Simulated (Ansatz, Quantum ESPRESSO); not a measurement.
# 1T-PtS2 on 2H-MoTe2, AA stacking: the dipole at a withheld member of a series

**Set-up.** Quantum ESPRESSO 7.5, PBE, GBRV ultrasoft. Cell and atoms are relaxed without a field with a D3(BJ) correction and then held. Sawtooth field with dipole correction, 17 Å of vacuum in the starting cell, Fermi-Dirac smearing of 0.002 Ry; bands along a path at each field. The series steps the field along the normal.

```tsv
field along the normal	dipole (e Å)
0 V/Å	−0.027
0.05 V/Å	0.005
0.2 V/Å	0.104
0.3 V/Å	0.169
0.4 V/Å	0.235
```

To predict: What is the dipole at 0.1 V/Å?

By hand: The rows at 0.05 V/Å and 0.2 V/Å give a slope of (0.104 − (0.005))/(0.2 − (0.05)) = 0.66, so a straight line gives 0.038 e Å. A parabola through these and the row at 0 V/Å gives 0.038 e Å.

**Check.** 0.038 e Å. The line misses by 0.000 and the parabola by 0.000 e Å. Both misses are under 5 % of the step from the nearer row.

**Limits.** Ions are held; semilocal gaps are too small; in strong fields empty levels can belong to the vacuum; one stacking. The layers share one strained lattice. Members without a usable value, or on the other side of zero field or charge, are not listed.

[Logs are printed without paths, hosts, clocks, repeated set-up lines and the standing remarks that a program may print on its own settings, such as how far it seeks lower states.]
